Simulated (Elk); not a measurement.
# MgCo3B: magneto-optical Kerr spectrum, part 2 of 2

Wanted: σ_xx, σ_xy and the Kerr angle of MgCo3B with spin–orbit coupling.

Elk 11.2.3 (patched build); PBEsol; all-electron APW+lo, Dirac cores, scalar-relativistic bands with second-variational spin-orbit coupling.

So far. Step 2 (Self-consistent run): After 24 cycles the largest moment stands at 0.681 μB.

The structure was built from a prototype and need not be the compound's stable phase.

## (4) Optics with a broadening of 0.20 eV

The broadening stands for the lifetime of the excited states; it lowers and widens the peaks.

elk.in

```
tasks
  121
  122

xctype
  22

rgkmax
  7.0

nempty
  14

swidth
  0.0075

reducebf
  0.5

epsengy
  1e-05

maxscl
  100

lmaxi
  3

lmaxapw
  6

lmaxo
  4

spinpol
  .true.

spinorb
  .true.

cmagz
  .true.

intraband
  .true.

sppath
  './'

avec
  5.62901475311 -1.50828995727 4.12072479582
  -1.50828995727 5.62901475311 4.12072479582
  -4.12072479582 -4.12072479582 4.12072479582

atoms
  3
  'Mg.in'
  1
  0.0000000000 0.0000000000 0.0000000000   0.000000 0.000000 0.000000
  'Co.in'
  3
  0.0000000000 0.5000000000 0.5000000000   0.000000 0.000000 -0.000150
  0.5000000000 0.0000000000 0.5000000000   0.000000 0.000000 -0.000150
  0.5000000000 0.5000000000 0.0000000000   0.000000 0.000000 -0.000150
  'B.in'
  1
  0.5000000000 0.5000000000 0.5000000000   0.000000 0.000000 0.000000

ngridk
  10 10 10

wplot
  240 100 0
  0.00000 0.30000

optcomp
  1 1
  1 2
  3 3
```

Started as:

```sh
$ OMP_NUM_THREADS=4 elk
```

Numbers of over 12 decimals in the logs are rounded to 6 here.

Log:

```text
┌─────────────────────────────────┐
│ Elk code version 11.2.3 started │
└─────────────────────────────────┘

Info(readinput): the functional depends on the density's gradient
 muffin-tin radial points multiplied by    2.00000
 (not where nrmtscf is given)

┌────────────────────┐
│ Current task : 121 │
└────────────────────┘

Info(checkmt): changed muffin-tin radius of species 2 (Co) from   2.4000 to   2.0107
Info(checkmt): changed muffin-tin radius of species 3 (B) from   1.8000 to   1.5080

Info(dielectric):
 dielectric tensor written to EPSILON_ij.OUT
 optical conductivity written to SIGMA_ij.OUT
 plasma frequency written to PLASMA_ij.OUT
 for components
  i = 1, j = 1
  i = 1, j = 2
  i = 3, j = 3

┌────────────────────┐
│ Current task : 122 │
└────────────────────┘

Warning(chksvso): spin-orbit splittings by the second variation are low [figures from our tests cut]: local-orbitals by j (lorbdm 7 and 8, zora) mend levels alone

Info(dielectric):
 dielectric tensor written to EPSILON_ij.OUT
 optical conductivity written to SIGMA_ij.OUT
 plasma frequency written to PLASMA_ij.OUT
 for components
  i = 1, j = 1
  i = 1, j = 2

Info(moke):
 complex Kerr angle in degrees written to KERR.OUT

┌──────────────────┐
│ Elk code stopped │
└──────────────────┘
```

Wall time 84 s (4 threads of Arm Neoverse V2, shared host); peak memory 0.05 GiB; 5.6 min of CPU time.

Intraband term included. The polar Kerr angle by photon energy; values in degrees:

| photon energy (eV) | rotation | ellipticity |
| --- | --- | --- |
| 0.00 | 0 | 0 |
| 0.25 | -0.00200 | -0.0507 |
| 0.50 | 0.131 | -0.124 |
| 0.75 | 0.107 | 0.00345 |
| 1.00 | 0.0852 | -0.0556 |
| 1.25 | 0.156 | -0.0594 |
| 1.50 | 0.187 | -0.00779 |
| 1.75 | 0.171 | 0.0261 |
| 2.00 | 0.189 | 0.0482 |
| 2.25 | 0.183 | 0.102 |
| 2.50 | 0.133 | 0.133 |
| 2.75 | 0.141 | 0.119 |
| 3.00 | 0.112 | 0.174 |
| 3.25 | 0.0578 | 0.143 |
| 3.50 | 0.0720 | 0.173 |
| 3.75 | -0.00154 | 0.171 |
| 4.00 | -0.0138 | 0.114 |
| 4.25 | 0.0263 | 0.103 |
| 4.50 | 0.0113 | 0.177 |
| 4.75 | -0.0586 | 0.179 |
| 5.00 | -0.100 | 0.135 |
| 5.25 | -0.129 | 0.105 |
| 5.50 | -0.119 | 6.0e-5 |
| 5.75 | -0.0846 | 0.0415 |
| 6.00 | -0.0865 | 0.0424 |
| 6.25 | -0.157 | -0.0138 |
| 6.50 | -0.107 | -0.0965 |
| 6.75 | -0.00811 | -0.139 |
| 7.00 | 0.0654 | -0.0598 |
| 7.25 | 0.00124 | 0.00899 |
| 7.50 | -0.00563 | -0.0516 |
| 7.75 | 0.0187 | -0.0245 |
| 8.00 | 0.0234 | -0.0743 |

Intraband term included. Table of optical conductivity by photon energy:

| photon energy (eV) | Re sigma xx (S/cm) | Im sigma xx (S/cm) | Re sigma xy (S/cm) | Im sigma xy (S/cm) | Re sigma zz (S/cm) | Im sigma zz (S/cm) |
| --- | --- | --- | --- | --- | --- | --- |
| 0.00 | 7340 | 0 | -38.1 | 0 | 7365 | 0 |
| 0.25 | 4650 | 1533 | -48.8 | 17.9 | 4643 | 1541 |
| 0.50 | 4037 | 291 | -97.9 | -12.3 | 4034 | 289 |
| 0.75 | 4363 | -748 | -46.8 | -28.8 | 4365 | -747 |
| 1.00 | 5440 | -876 | -62.7 | 2.75 | 5441 | -871 |
| 1.25 | 6368 | -278 | -108 | -38.7 | 6359 | -280 |
| 1.50 | 6283 | 925 | -67.9 | -94.4 | 6281 | 922 |
| 1.75 | 5957 | 1309 | -30.1 | -88.3 | 5956 | 1309 |
| 2.00 | 5507 | 1749 | -8.73 | -90.0 | 5505 | 1742 |
| 2.25 | 5155 | 1952 | 20.4 | -82.9 | 5157 | 1948 |
| 2.50 | 4652 | 2141 | 37.3 | -53.0 | 4655 | 2140 |
| 2.75 | 3991 | 1969 | 26.0 | -41.3 | 3995 | 1968 |
| 3.00 | 3734 | 1500 | 30.3 | -33.5 | 3737 | 1506 |
| 3.25 | 3854 | 1111 | 22.4 | -23.2 | 3850 | 1112 |
| 3.50 | 4080 | 1070 | 27.0 | -30.7 | 4079 | 1065 |
| 3.75 | 4106 | 1125 | 33.1 | -15.3 | 4104 | 1128 |
| 4.00 | 4137 | 1224 | 23.0 | -6.98 | 4139 | 1221 |
| 4.25 | 4026 | 1412 | 17.6 | -11.9 | 4025 | 1414 |
| 4.50 | 3789 | 1385 | 29.1 | -12.2 | 3789 | 1386 |
| 4.75 | 3530 | 1339 | 29.5 | -0.275 | 3530 | 1339 |
| 5.00 | 3400 | 1071 | 23.0 | 5.04 | 3397 | 1072 |
| 5.25 | 3284 | 798 | 19.9 | 7.33 | 3284 | 797 |
| 5.50 | 3476 | 368 | 10.5 | 11.7 | 3472 | 365 |
| 5.75 | 3782 | 444 | 12.8 | 5.43 | 3783 | 441 |
| 6.00 | 3968 | 360 | 13.9 | 5.30 | 3968 | 355 |
| 6.25 | 4000 | 469 | 14.3 | 19.7 | 4007 | 468 |
| 6.50 | 4153 | 339 | 0.796 | 22.9 | 4156 | 339 |
| 6.75 | 4323 | 420 | -16.1 | 16.7 | 4321 | 421 |
| 7.00 | 4447 | 474 | -15.0 | -1.49 | 4448 | 470 |
| 7.25 | 4599 | 525 | 1.04 | -1.21 | 4604 | 524 |
| 7.50 | 4685 | 688 | -6.56 | 6.52 | 4687 | 689 |
| 7.75 | 4738 | 713 | -5.49 | 0.0999 | 4736 | 714 |
| 8.00 | 4930 | 823 | -13.7 | 4.87 | 4932 | 821 |

## (5) Optics with a broadening of 0.11 eV

The broadening stands for the lifetime of the excited states; it lowers and widens the peaks.

elk.in: that of step 4 with these lines changed.

```diff
@@ -14,3 +14,3 @@
 swidth
-  0.0075
+  0.004
```

Started as:

```sh
$ OMP_NUM_THREADS=4 elk
```

Log:

```text
┌─────────────────────────────────┐
│ Elk code version 11.2.3 started │
└─────────────────────────────────┘

Info(readinput): the functional depends on the density's gradient
 muffin-tin radial points multiplied by    2.00000
 (not where nrmtscf is given)

┌────────────────────┐
│ Current task : 121 │
└────────────────────┘

Info(checkmt): changed muffin-tin radius of species 2 (Co) from   2.4000 to   2.0107
Info(checkmt): changed muffin-tin radius of species 3 (B) from   1.8000 to   1.5080

Info(dielectric):
 dielectric tensor written to EPSILON_ij.OUT
 optical conductivity written to SIGMA_ij.OUT
 plasma frequency written to PLASMA_ij.OUT
 for components
  i = 1, j = 1
  i = 1, j = 2
  i = 3, j = 3

┌────────────────────┐
│ Current task : 122 │
└────────────────────┘

Warning(chksvso): spin-orbit splittings by the second variation are low [figures from our tests cut]: local-orbitals by j (lorbdm 7 and 8, zora) mend levels alone

Info(dielectric):
 dielectric tensor written to EPSILON_ij.OUT
 optical conductivity written to SIGMA_ij.OUT
 plasma frequency written to PLASMA_ij.OUT
 for components
  i = 1, j = 1
  i = 1, j = 2

Info(moke):
 complex Kerr angle in degrees written to KERR.OUT

┌──────────────────┐
│ Elk code stopped │
└──────────────────┘
```

The job ended after 84 s (4 threads; peak memory 0.05 GiB).

Intraband term included. Table of polar Kerr angle by photon energy; values in degrees:

| photon energy (eV) | rotation | ellipticity |
| --- | --- | --- |
| 0.00 | 0 | 0 |
| 0.25 | -0.0281 | -0.0408 |
| 0.50 | 0.284 | -0.246 |
| 0.75 | 0.0842 | 0.0518 |
| 1.00 | 0.0636 | -0.0895 |
| 1.25 | 0.188 | -0.0785 |
| 1.50 | 0.217 | -0.00690 |
| 1.75 | 0.146 | 0.0326 |
| 2.00 | 0.198 | 0.0498 |
| 2.25 | 0.188 | 0.137 |
| 2.50 | 0.106 | 0.188 |
| 2.75 | 0.166 | 0.106 |
| 3.00 | 0.135 | 0.208 |
| 3.25 | 0.0158 | 0.108 |
| 3.50 | 0.0941 | 0.200 |
| 3.75 | -0.0278 | 0.173 |
| 4.00 | -0.0278 | 0.0797 |
| 4.25 | 0.0183 | 0.0641 |
| 4.50 | -0.0193 | 0.216 |
| 4.75 | -0.0833 | 0.216 |
| 5.00 | -0.111 | 0.152 |
| 5.25 | -0.133 | 0.134 |
| 5.50 | -0.130 | -0.108 |
| 5.75 | -0.105 | 0.0940 |
| 6.00 | -0.0296 | 0.0912 |
| 6.25 | -0.215 | 0.0256 |
| 6.50 | -0.146 | -0.0885 |
| 6.75 | 0.00364 | -0.205 |
| 7.00 | 0.108 | -0.108 |
| 7.25 | -0.0183 | 0.0644 |
| 7.50 | -0.0312 | -0.0979 |
| 7.75 | 0.0448 | -0.00232 |
| 8.00 | 0.00434 | -0.196 |

## (6) An attempt with other settings

A slip in the input shows what the program catches and what it lets pass.

elk.in

```
tasks
  0

xctype
  22

rgkmax
  3.5

nempty
  14

swidth
  0.005

reducebf
  0.5

epsengy
  1e-05

maxscl
  50

lmaxi
  3

lmaxapw
  6

lmaxo
  4

spinpol
  .true.

spinorb
  .true.

cmagz
  .true.

sppath
  './'

avec
  5.62901475311 -1.50828995727 4.12072479582
  -1.50828995727 5.62901475311 4.12072479582
  -4.12072479582 -4.12072479582 4.12072479582

atoms
  3
  'Mg.in'
  1
  0.0000000000 0.0000000000 0.0000000000   0.000000 0.000000 0.000000
  'Co.in'
  3
  0.0000000000 0.5000000000 0.5000000000   0.000000 0.000000 -0.150000
  0.5000000000 0.0000000000 0.5000000000   0.000000 0.000000 -0.150000
  0.5000000000 0.5000000000 0.0000000000   0.000000 0.000000 -0.150000
  'B.in'
  1
  0.5000000000 0.5000000000 0.5000000000   0.000000 0.000000 0.000000

ngridk
  6 6 6
```

Started as:

```sh
$ OMP_NUM_THREADS=4 elk
```

Log:

```text
Warning(chksvso): spin-orbit splittings by the second variation are low [figures from our tests cut]: local-orbitals by j (lorbdm 7 and 8, zora) mend levels alone
Warning(gndstate): too few loops for a start from a stronger field : 50
 a state with a moment may lie lower: a larger maxscl lets the run look
Warning(gndstate): core states of species 2 leak from the muffin-tin :   0.3468321775E-02
Warning(gndstate): core states of species 3 leak from the muffin-tin :   0.5460139688E-03
Warning(gndstate): a run that a magnetic field began ends without a moment :   0.8424251656E-05
 a state with one may lie lower: start from a stronger field (bfieldc or bfcmt of 10)
Warning(gndstate): degenerate sets left as the solver has them : 3

--- INFO.OUT ---
┌─────────────────────────┐
│ Elk code version 11.2.3 │
└─────────────────────────┘

All units are atomic (Hartree, Bohr, etc.)

┌─────────────────────────────────────────────────┐
│ Ground-state run starting from atomic densities │
└─────────────────────────────────────────────────┘

Lattice vectors :
   5.629014753      -1.508289957       4.120724796
  -1.508289957       5.629014753       4.120724796
  -4.120724796      -4.120724796       4.120724796

Species : 1 (Mg)
 parameters loaded from : Mg.in
 name : magnesium
 nuclear charge    :   -12.00000000
 electronic charge :    12.00000000
 atomic mass :    44305.30466
 muffin-tin radius :    2.200000000
 number of radial points in muffin-tin :    793
 inner part over the whole radius :   0.9941530515E-02
 number on inner part of muffin-tin    :    552
 approximate nuclear radius :   0.5710277704E-04
 number of mesh points to nuclear radius :    241
 atomic positions (lattice), magnetic fields (Cartesian) :
  1 :   0.00000000  0.00000000  0.00000000    0.00000000  0.00000000  0.00000000

Species : 2 (Co)
 parameters loaded from : Co.in
 name : cobalt
 nuclear charge    :   -27.00000000
 electronic charge :    27.00000000
 atomic mass :    107428.6517
 muffin-tin radius :    2.010658489
 number of radial points in muffin-tin :    993
 inner part over the whole radius :   0.9895513786E-02
 number on inner part of muffin-tin    :    697
 approximate nuclear radius :   0.7243775530E-04
 number of mesh points to nuclear radius :    337
 atomic positions (lattice), magnetic fields (Cartesian) :
  1 :   0.00000000  0.50000000  0.50000000    0.00000000  0.00000000 -0.15000000
  2 :   0.50000000  0.00000000  0.50000000    0.00000000  0.00000000 -0.15000000
  3 :   0.50000000  0.50000000  0.00000000    0.00000000  0.00000000 -0.15000000

Species : 3 (B)
 parameters loaded from : B.in
 name : boron
 nuclear charge    :   -5.000000000
 electronic charge :    5.000000000
 atomic mass :    19707.24742
 muffin-tin radius :    1.507993867
 number of radial points in muffin-tin :    593
 inner part over the whole radius :   0.9794852507E-02
 number on inner part of muffin-tin    :    402
 approximate nuclear radius :   0.4534157419E-04
 number of mesh points to nuclear radius :    163
 atomic positions (lattice), magnetic fields (Cartesian) :
  1 :   0.50000000  0.50000000  0.50000000    0.00000000  0.00000000  0.00000000

Total number of atoms per unit cell :    5
Total muffin-tin volume :    161.1134408
 ratio of muffin-tin to unit cell volume :   0.4431278623

Spin treatment :
 spin-polarised
 spin-orbit coupling
 global magnetic field (Cartesian) :    0.000000000       0.000000000       0.000000000
 collinear magnetisation in z-direction

Number of Bravais lattice symmetries :   48
Number of crystal symmetries         :    6
Crystal has inversion symmetry
Real symmetric eigensolver will be used

k-point grid :      6     6     6
k-point offset :    0.000000000       0.000000000       0.000000000
k-point set is reduced with full crystal symmetry group
Total number of k-points :       40

Muffin-tin radius times maximum |G+k| :    3.500000000
 using average radius
Maximum |G+k| for APW functions       :    1.796720236
Maximum (1/2)|G+k|²                   :    1.614101804
Maximum |G| for potential and density :    12.00000000
Constant for pseudocharge density :    7
 order of it for each species :   12  12  12
 order of it for pair densities of each species (exact exchange by exxq0 0: 12) :    3   3   2
Radial integration step length :    1

G-vector grid sizes :     28    28    28
Number of G-vectors :    10635

Maximum angular momentum used for
 APW functions            :    6
 outer part of muffin-tin :    4
 inner part of muffin-tin :    3

Number of empty states         :     70
Total number of valence states :    200
Total number of core states    :     40

Third-order local-orbitals added for an l without core states : T
Total number of local-orbitals :     84

Exchange-correlation functional :     22     0     0
 PBEsol, Phys. Rev. Lett. 100, 136406 (2008)
 gradient requirement :    1
 generalised gradient approximation (GGA)

Smearing type :    3
 Fermi-Dirac
Smearing width :   0.5000000000E-02
Effective electronic temperature (K) :    1578.875124

Mixing type :    3
 Broyden mixing, J. Phys. A: Math. Gen. 17, L317 (1984)

Kohn-Sham potential initialised from atomic data

┌──────────────────────────────┐
│ Self-consistent loop started │
└──────────────────────────────┘

[... earlier loops left out ...]

┌──────────────────┐
│ Loop number : 22 │
└──────────────────┘

Energies :
 Fermi                       :     0.346488
 sum of occupied eigenvalues :     -2522.9139913511
 electron kinetic            :      4468.6470945055
 core electron kinetic       :      3987.7518499308
 Coulomb                     :     -8672.4609429509
 Coulomb potential           :     -6735.4785880399
 nuclear-nuclear             :     -738.30256906453
 electron-nuclear            :     -9158.3507002426
 Hartree                     :      1224.1923263562
 Madelung                    :     -5304.7216489309
 xc potential                :     -256.08249781138
 xc effective B-field        :    -0.52372733087565E-08
 external B-field            :      0.000000
 exchange                    :     -190.49708866804
 correlation                 :     -5.099907
 electron entropic           :    -0.52862791949459E-02
 total energy                :     -4399.4161301448
 (external B-field energy excluded from total)

Density of states at Fermi energy :    61.71568767
 (states/Hartree/unit cell)

Estimated indirect band gap :   0.2468039253E-02
 from k-point 4 to k-point 11
Estimated direct band gap   :   0.2942112351E-02
 at k-point 4

Charges :
 core                        :    40.00000000
 valence                     :    58.00000000
 interstitial                :    8.880396248
 muffin-tins (core leakage)
  species : 1 (Mg)
   atom 1                    :    10.70681389     ( -0.9828258696E-07)
  species : 2 (Co)
   atom 1                    :    24.99319791     (  0.3468321775E-02)
   atom 2                    :    24.99319791     (  0.3468321775E-02)
   atom 3                    :    24.99319791     (  0.3468321775E-02)
  species : 3 (B)
   atom 1                    :    3.433196146     (  0.5460139688E-03)
 total in muffin-tins        :    89.11960375
 total calculated charge     :    97.98650632
 total charge                :    98.00000000
 error                       :   0.1349367787E-01

Moments :
 interstitial                :   0.4832721050E-05
 muffin-tins
  species : 1 (Mg)
   atom 1                    :  -0.8424251656E-05
  species : 2 (Co)
   atom 1                    :  -0.2251431572E-06
   atom 2                    :  -0.2251431572E-06
   atom 3                    :  -0.2251431572E-06
  species : 3 (B)
   atom 1                    :  -0.6801783041E-06
 total in muffin-tins        :  -0.9779859432E-05
 total moment                :  -0.4947138382E-05

┌──────────────────────────────┐
│ Self-consistent loop stopped │
└──────────────────────────────┘

Warning : core states of species 2 leak from the muffin-tin :   0.3468321775E-02

Warning : core states of species 3 leak from the muffin-tin :   0.5460139688E-03

Warning : a run that a magnetic field began ends without a moment :   0.8424251656E-05
 a state with one may lie lower: start from a stronger field (bfieldc or bfcmt of 10)

Warning : degenerate sets left as the solver has them : 3

Wrote STATE.OUT
```

It took 4.4 min on 4 threads; peak memory 0.3 GiB; 17 min of CPU time.

Convergence was reached, yet the input spoils the result.

The fault in the input: a cutoff far too low.

The largest moment is 0 μB against 0.681 μB in the first run, and the free energy lies +54.2 eV from it.

So small a basis of waves describes the states badly; the cutoff must rise until moments and differences stand still.

## (7) The strongest peak

The largest local extreme of the rotation above 0.5 eV, for majority spin along +z:

| broadening (eV) | energy (eV) | rotation (°) | ellipticity (°) | rotation at 1.96 eV (°) |
| --- | --- | --- | --- | --- |
| 0.20 | 2.14 | 0.195 | 0.077 | 0.187 |
| 0.11 | 0.54 | 0.370 | -0.097 | 0.198 |

## (8) Outcome

- net spin moment: 1.85 μB a cell
- strongest peak above 0.5 eV: 0.19° at 2.1 eV
- rotation at 1.96 eV: 0.19°

**Reading.** Above 0.5 eV the rotation peaks at 2.14 eV, with 0.19° for majority spin along +z at a broadening of 0.20 eV. The run's majority spin points along +z; the magnetisation points the other way, and the angle changes sign with it. The intraband term is included. Which peak is strongest changes with the broadening. These are independent-particle spectra on a 10×10×10 mesh, not shown converged.

[Logs and program files are shortened in this print: banners, set-up blocks, solver, clock and traceback lines can be left out without a mark of their own.]

[Logs are printed without paths, hosts, clocks, repeated set-up lines and the standing remarks that a program may print on its own settings, such as how far it seeks lower states.]

[Hosts, paths, dates, database ids (printed as entryN), source tags and the programs' standing remarks are cut or masked in the printed files.]

[Where a cell is said to come from a database of computed structures, the database is the Materials Project.]
